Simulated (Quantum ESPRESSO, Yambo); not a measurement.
# MoS2 (R3m): G0W0 with Yambo, start to end, part 2 of 3

How does a plane-wave GW calculation on MoS2 (R3m) run from the first input to the gap?

Quantum ESPRESSO 7.5 and Yambo 5.3.0; PBE and many-body steps on it, plane waves. Known limits of the many-body steps: not at the basis limit; no spin-orbit coupling.

So far. Step 2 (Ground state): The gap is indirect, with the least direct gap 1.03 eV higher. Step 3 (Bands along the symmetry lines): The gap is 0.914 eV, −0.102 eV from the run before at this level.

## (4) Empty states on the mesh, 4×4×4 mesh, 91 bands

Level of this step: DFT, PBE, plane waves, norm-conserving pseudopotentials (Quantum ESPRESSO).

The sums over transitions need many empty states on a uniform mesh; this step solves for them.

pw.in

```
&control
  calculation = 'nscf'
  prefix = 'x'
  outdir = 'o'
  pseudo_dir = 'pseudo'
/
&system
  ibrav = 0
  nat = 3
  ntyp = 2
  ecutwfc = 72.0
  nbnd = 91
  force_symmorphic = .true.
/
&electrons
  conv_thr = 1e-9
  electron_maxstep = 80
  diago_full_acc = .true.
  diago_thr_init = 5e-6
/
ATOMIC_SPECIES
  Mo 95.95 Mo.upf
  S 32.06 S.upf
CELL_PARAMETERS angstrom
  1.5800000000 0.9122134253 6.1500000000
  -1.5800000000 0.9122134253 6.1500000000
  -0.0000000000 -1.8244268506 6.1500000000
ATOMIC_POSITIONS crystal
  Mo 0.0000949582 0.0000949582 0.0000949582
  S 0.2486434308 0.2486434308 0.2486434308
  S 0.4182616111 0.4182616111 0.4182616111
K_POINTS automatic
  4 4 4 0 0 0
```

The run is started by

```bash
> OMP_NUM_THREADS=1 mpirun -n 4 pw.x -nk 4 -in pw.in > pw.out
```

The log of the run:

```text
[banner, memory and clock lines left out]
Program PWSCF v.7.5 starts

     Atomic positions and unit cell read from directory:
     o/x.save/

     Message from routine setup:
     using ibrav=0 with symmetry is DISCOURAGED, use correct ibrav instead

     G-vector sticks info

     bravais-lattice index     =            0
     lattice parameter (alat)  =      12.1224  a.u.
     unit-cell volume          =     358.9025 (a.u.)^3
     number of atoms/cell      =            3
     number of atomic types    =            2
     number of electrons       =        26.00
     number of Kohn-Sham states=           91
     kinetic-energy cutoff     =      72.0000  Ry
     charge density cutoff     =     288.0000  Ry
     Exchange-correlation= PBE
                           (   1   4   3   4   0   0   0)

     celldm(1)=  12.122418  celldm(2)=   0.000000  celldm(3)=   0.000000
     celldm(4)=   0.000000  celldm(5)=   0.000000  celldm(6)=   0.000000

     crystal axes: (cart. coord. in units of alat)
               a(1) = (   0.246301   0.142202   0.958704 )
               a(2) = (  -0.246301   0.142202   0.958704 )
               a(3) = (  -0.000000  -0.284404   0.958704 )

     reciprocal axes: (cart. coord. in units 2 pi/alat)
               b(1) = (  2.030034  1.172041  0.347691 )
               b(2) = ( -2.030034  1.172041  0.347691 )
               b(3) = (  0.000000 -2.344081  0.347691 )
     Pseudo is Norm-conserving + core correction, Zval = 14.0
     Generated using ONCVPSP code by D. R. Hamann
     Using radial grid of 1640 points,  6 beta functions with:
     Pseudo is Norm-conserving + core correction, Zval =  6.0
     Generated using ONCVPSP code by D. R. Hamann
     Using radial grid of 1146 points,  6 beta functions with:
     Mo               14.00    95.95000     Mo( 1.00)
     S                 6.00    32.06000     S ( 1.00)

      6 Sym. Ops. (no inversion) found

   Cartesian axes

     site n.     atom                  positions (alat units)
         1        Mo     tau(   1) = (  -0.0000000  -0.0000000   0.0002731  )
         2        S      tau(   2) = (   0.0000000   0.0000000   0.7151267  )
         3        S      tau(   3) = (  -0.0000000  -0.0000000   1.2029678  )

     number of k points=    13
                       cart. coord. in units 2pi/alat
        k(    1) = (   0.0000000   0.0000000   0.0000000), wk =   0.0312500
        k(    2) = (   0.0000000  -0.5860203   0.0869229), wk =   0.1875000
        k(    3) = (   0.0000000   1.1720406  -0.1738457), wk =   0.0937500
[...]
k(   12) = (   1.5225254   0.2930102  -0.1738457), wk =   0.1875000
        k(   13) = (   0.0000000   0.0000000  -0.5215372), wk =   0.0312500

     Dense  grid:    29607 G-vectors     FFT dimensions: (  72,  72,  72)

     The potential is recalculated from file :
     o/x.save/charge-density

     Starting wfcs are   18 randomized atomic wfcs +   73 random wfcs

     Band Structure Calculation

     End of band structure calculation

          k = 0.0000 0.0000 0.0000 (  3661 PWs)   bands (ev):

   -50.4065 -24.5634 -24.3263 -24.3263  -3.8793  -2.2115   4.2155   7.8563
     7.8563   8.9517   8.9517   9.9126   9.9398  13.1970  13.1970  13.5620
    13.5620  16.7210  19.2341  19.7680  21.3037  21.3037  22.9938  22.9938
[...]
73.6961  74.0510  74.7504

          k = 0.0000-0.5860 0.0869 (  3699 PWs)   bands (ev):

[...]
72.4616  73.0458  73.7642

          k = 0.0000 1.1720-0.1738 (  3714 PWs)   bands (ev):

[...]
62.4221  62.9315  63.1701  64.8037  65.7707  66.3647  66.5664  66.7483
    67.7249  68.3043  69.0073  69.1600  69.6308  70.3570  70.6818  70.7233
    72.9449  72.9917  73.4250

          k =-0.5075-0.2930 0.1738 (  3700 PWs)   bands (ev):

     [... further k-points ...]

     highest occupied, lowest unoccupied level (ev):    11.1293   12.3501

     XML data file, pseudopotentials, collected wavefunctions
```

It took 32 s on 4 MPI ranks of Arm Neoverse V1, shared host; peak memory 0.38 GiB.

Numbers from this step:

* gap: 1.221 eV
* k of the valence top: -0.5, -0.5, -0.5
* k of the conduction bottom: 0, 0.25, -0.25
* least direct gap: 2.168 eV
* k points computed: 13
* lowest point of the top converged band, above the valence top: 62.2956 eV

On this mesh the gap is 1.221 eV. The earlier step found 1.016 eV, so this mesh misses an edge.

## (5) Conversion and set-up

This step: Yambo 5.3.0; conversion and set-up on PBE, plane waves, norm-conserving pseudopotentials.

The states are converted to the many-body program's format and the q mesh is built.

The run is started by

```bash
> (cd o/x.save; p2y > p2y.log; mv SAVE ../..); yambo > setup.log
```

The log of the run:

```text
 Yambo, version 5.3.0

 [02] CORE Variables Setup
 =========================

  [02.01] Unit cells
  ==================

  Cell kind             :  Unknown
  Atoms in the cell     :  Mo  S
  number of Mo atoms    :  1
  number of S  atoms    :  2

  List of atomic masses
  Mass of Mo    :  95.95000
  Mass of S     :  32.06000

  List of atomic coordinates    : [cc]
  Mo1       : -0.16103E-19 -0.10203E-19  0.33108E-02  order 1
  S1       :  0.25582E-16  0.38054E-16   8.6691      order 2
  S2       : -0.31001E-16 -0.45351E-16   14.583      order 3

  Alat factors          :  11.62182  11.62182  11.62182 [a.u.]
  Direct lattice volume :  358.9025 [a.u.]
  Direct lattice vectors:  A[ 1 ]  A[ 2 ]  A[ 3 ]
   A[ 1 ]:  0.256911  0.148327  1.000000  [iru]
    2.98577   1.72383  11.62182  [cc]
   A[ 2 ]: -0.256911  0.148327  1.000000  [iru]
   -2.98577   1.72383  11.62182  [cc]
   A[ 3 ]: -0.000000 -0.296655  1.000000  [iru]
   -0.00000  -3.44767  11.62182  [cc]

  Recip. lattice volume :  0.691135 [a.u.]
  Recip. lattice vectors:  B[ 1 ]  B[ 2 ]  B[ 3 ]
   B[ 1 ]:  1.946203  1.123641  0.333333  [iku]
   1.052189  0.607482  0.180212  [cc]
   B[ 2 ]: -1.946203  1.123641  0.333333  [iku]
  -1.052189  0.607482  0.180212  [cc]
   B[ 3 ]:  0.41657E-17  -2.2473      0.33333      [iku]
   0.22521E-17  -1.2150      0.18021      [cc]

  [02.02] Symmetries
  ==================

  Inversion symmetry    : yes
  Spatial inversion     : no
  Inversion index       :   7
  K-space Time-reversal : yes
  Magnetic symmetries   : no
  Time-reversal derived K-space symmetries:   7  12
  Group table correct   : yes
  Symmetries units      :  [cc]

   [S  1]:   1.0000      0.41030E-17 -0.12906E-15 -0.17161E-16   1.0000     -0.20392E-16 -0.26183E-17 -0.52934E-17   1.0000
   [S  2]: -0.50000      0.86603     -0.12906E-15 -0.86603     -0.50000     -0.20392E-16 -0.10571E-16 -0.27760E-16   1.0000
   [S  3]: -0.50000     -0.86603     -0.12906E-15  0.86603     -0.50000     -0.20392E-16  0.10571E-16 -0.27760E-16   1.0000
   [S  4]:  -1.0000      0.41030E-17 -0.12906E-15  0.17161E-16   1.0000     -0.20392E-16  0.26183E-17 -0.52934E-17   1.0000
   [S  5]:  0.50000      0.86603     -0.12906E-15  0.86603     -0.50000     -0.20392E-16  0.10571E-16 -0.27760E-16   1.0000
   [S  6]:  0.50000     -0.86603     -0.12906E-15 -0.86603     -0.50000     -0.20392E-16 -0.10571E-16 -0.27760E-16   1.0000
   [S* 7]:  -1.0000     -0.41030E-17  0.12906E-15  0.17161E-16  -1.0000      0.20392E-16  0.26183E-17  0.52934E-17  -1.0000
   [S* 8]:  0.50000     -0.86603      0.12906E-15  0.86603      0.50000      0.20392E-16  0.10571E-16  0.27760E-16  -1.0000
   [S* 9]:  0.50000      0.86603      0.12906E-15 -0.86603      0.50000      0.20392E-16 -0.10571E-16  0.27760E-16  -1.0000
   [S*10]:   1.0000     -0.41030E-17  0.12906E-15 -0.17161E-16  -1.0000      0.20392E-16 -0.26183E-17  0.52934E-17  -1.0000
[...]
K [ 9]         [rlu]:  0.250000  0.250000 -0.500000
[...]
K [10]         [rlu]:  0.250000  0.250000 -0.250000
[...]
K [11]         [rlu]:  0.250000 -0.500000 -0.500000
[...]
K [12]         [rlu]:  0.250000 -0.500000 -0.250000
         WF components:   3706
  K [13]         [rlu]: -0.500000 -0.500000 -0.500000
         WF components:   3662

  [02.05] Energies & Occupations
  ==============================

  [X] === General ===
  [X] Electronic Temperature                        :  0.000000  0.000000 [eV K]
  [X] Bosonic    Temperature                        :  0.000000  0.000000 [eV K]
  [X] Finite Temperature mode                       : no
  [X] El. density                                   :  0.48887E+24 [cm-3]
  [X] Fermi Level                                   :  11.12931 [eV]

  [X] === Gaps and Widths ===
  [X] Conduction Band Min                           :  1.220805 [eV]
  [X] Valence Band Max                              :  0.000000 [eV]
  [X] Filled Bands                                  :  13
  [X] Empty Bands                                   :   14   91
  [X] Direct Gap                                    :  2.168442 [eV]
  [X] Direct Gap localized at k                     :  13
  [X] Indirect Gap                                  :  1.220805 [eV]
  [X] Indirect Gap between kpts                     :  13   6
  [X] Last valence band width                       :  1.498794 [eV]
  [X] 1st conduction band width                     :  0.947637 [eV]

  E @ K [ 1]:  [eV]
  -61.53577 -35.69271 -35.45556 -35.45556 -15.00866 -13.34084  -6.91381  -3.27297
[...]
occ @ K [ 1]
[...]
E @ K [ 2]:  [eV]
[...]
occ @ K [ 2]
[...]
E @ K [ 3]:  [eV]
[...]
occ @ K [ 3]
[...]
E @ K [ 8]:  [eV]
[...]
occ @ K [ 8]
[...]
E @ K [ 9]:  [eV]
[...]
occ @ K [ 9]
[...]
E @ K [10]:  [eV]
[...]
occ @ K [10]
[...]
E @ K [11]:  [eV]
[...]
occ @ K [11]
[...]
E @ K [12]:  [eV]
[...]
occ @ K [12]
[...]
E @ K [13]:  [eV]
[...]
occ @ K [13]
[...]
0.000000  0.000000  0.000000  0.000000  0.000000  0.000000  0.000000  0.000000
   0.000000  0.000000  0.000000  0.000000  0.000000  0.000000  0.000000  0.000000

 [03] Transferred momenta grid and indexing
 ==========================================

 IBZ Q-points                                      :  13
 BZ  Q-points                                      :   64

 K/Q-points units:
 rlu = crystal or reduced units; cc = cartesian coordinates; iku = interal k-units

 Q [ 1]         [rlu]:  0.000000  0.000000  0.000000
 Q [ 2]         [rlu]:  0.20796E-16  0.20796E-16  0.25000
 Q [ 3]         [rlu]: -0.39506E-16 -0.39506E-16 -0.50000
[...]
Q [ 8]         [rlu]:  0.250000  0.250000  0.250000
 Q [ 9]         [rlu]:  0.250000  0.250000  0.500000
 Q [10]         [rlu]:  0.250000  0.250000 -0.250000
 Q [11]         [rlu]:  0.250000  0.500000  0.500000
 Q [12]         [rlu]:  0.250000  0.500000  0.750000
 Q [13]         [rlu]: -0.500000 -0.500000 -0.500000

  [03.01] X indexes
  =================

   [03.01.01] Sigma indexes
   ========================

 [06] Game Over & Game summary
```

Run time: 2.3 s. Hardware: 1 MPI rank; peak memory 0.24 GiB.

(Continued in part 3 of 3.)

[Paths, hosts, dates, memory and timing lines, banners, echoed tables and standing remarks are left out of the program output.]

[Logs are printed without paths, hosts, clocks, repeated set-up lines and the standing remarks that a program may print on its own settings, such as how far it seeks lower states.]

[Runs of the session that timed out or met a known fault of the program may be left out.]

[Hosts, paths, dates, database ids (printed as entryN), source tags and the programs' standing remarks are cut or masked in the printed files.]
